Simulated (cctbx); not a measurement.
## Diagnosing a refinement

Cell a = 6.2290 Å, b = 5.5600 Å, c = 6.5290 Å, α = 90.00°, β = 90.00°, γ = 90.00°; space group Pnma (no. 62). The compound is LuHfB2.

The data are simulated with cctbx, not measured: Cu Kα, λ = 1.54184 Å, to d = 0.83 Å, 80 % of the full sphere, strongest reflection 20000 counts, noise from counting, a 6 % proportional error and a noise floor of 4 counts (s.d.); no absorption.

An anisotropic refinement with weights 1/σ² prints:

```text
Rint 0.046, 228 unique reflections to 0.83 A
cycle     R1     wR2    GooF  max shift (A)
   1  0.0463  0.1240   3.329   0.03358
   3  0.0248  0.0670   1.799   0.00026
final R1 0.0248 wR2 0.0670 GooF 1.799  parameters 21  data/parameter 10.9
atom        x        y        z      Ueq    occ   su(xyz)  su(Uiso or U11)
Hf1    0.81029  0.75000  0.31798   0.0084  1.000  0.00012  0.0005
Lu1    0.97728  0.75000  0.83495   0.0051  1.000  0.00012  0.0005
O1     0.34485  0.40771  0.96062   0.0534  1.000  0.00262  0.0077
difference map: max 1.12 min -2.54 rms 0.49
Q1    0.9938  0.2500  0.1890    4    1.18  0.24 A from Lu1
Q2    0.2043  0.6219  0.6699    8    0.97  1.41 A from O1
Q3    0.0319  0.5919  0.1561    8    0.97  1.90 A from Lu1
Q4    0.1604  0.1105  0.5299    8    0.95  1.22 A from O1
Q5    0.1135  0.0948  0.6963    8    0.92  0.99 A from Hf1
Q6    0.2214  0.2500  0.9102    4    0.89  1.21 A from O1
```

**Question.** Can this result stand? If not, what is the likely fault?

Mend it. The fault: wrong element: O1 is B. Against the right model at the same level, R1 goes from 0.0139 to 0.0248 and GooF from 0.89 to 1.80, U of O1 swells from 0.0145 to 0.0534 Å² and a hole of -2.5 e/Å³ opens. O1 has 3 electrons too many and its U swells to shed them, as expected.

The compound is LuHfB2. The right model at the same level gives:

```text
Rint 0.046, 228 unique reflections to 0.83 A
cycle     R1     wR2    GooF  max shift (A)
   1  0.0273  0.0731   1.962   0.02414
   2  0.0139  0.0332   0.891   0.00001
final R1 0.0139 wR2 0.0332 GooF 0.891  parameters 21  data/parameter 10.9
atom        x        y        z      Ueq    occ   su(xyz)  su(Uiso or U11)
Hf1    0.81027  0.75000  0.31803   0.0085  1.000  0.00006  0.0003
Lu1    0.97730  0.75000  0.83495   0.0052  1.000  0.00006  0.0003
B1     0.34222  0.40380  0.95874   0.0145  1.000  0.00119  0.0031
difference map: max 0.82 min -0.99 rms 0.28
Q1    0.2063  0.6236  0.6775    8    0.86  1.47 A from B1
Q2    0.0165  0.2500  0.6750    4    0.77  1.08 A from Hf1
Q3    0.9956  0.2500  0.9577    4    0.77  1.36 A from Lu1
Q4    0.1054  0.0838  0.6721    8    0.76  1.06 A from Hf1
Q5    0.1133  0.7500  0.8288    4    0.76  0.85 A from Lu1
Q6    0.0012  0.2500  0.2355    4    0.75  0.48 A from Lu1
```

This is a model crystal, built by substitution and not relaxed, with assumed displacement parameters.

[Middle refinement cycles are left out of these outputs.]

[Logs are printed without paths, hosts, clocks, repeated set-up lines and the standing remarks that a program may print on its own settings, such as how far it seeks lower states.]
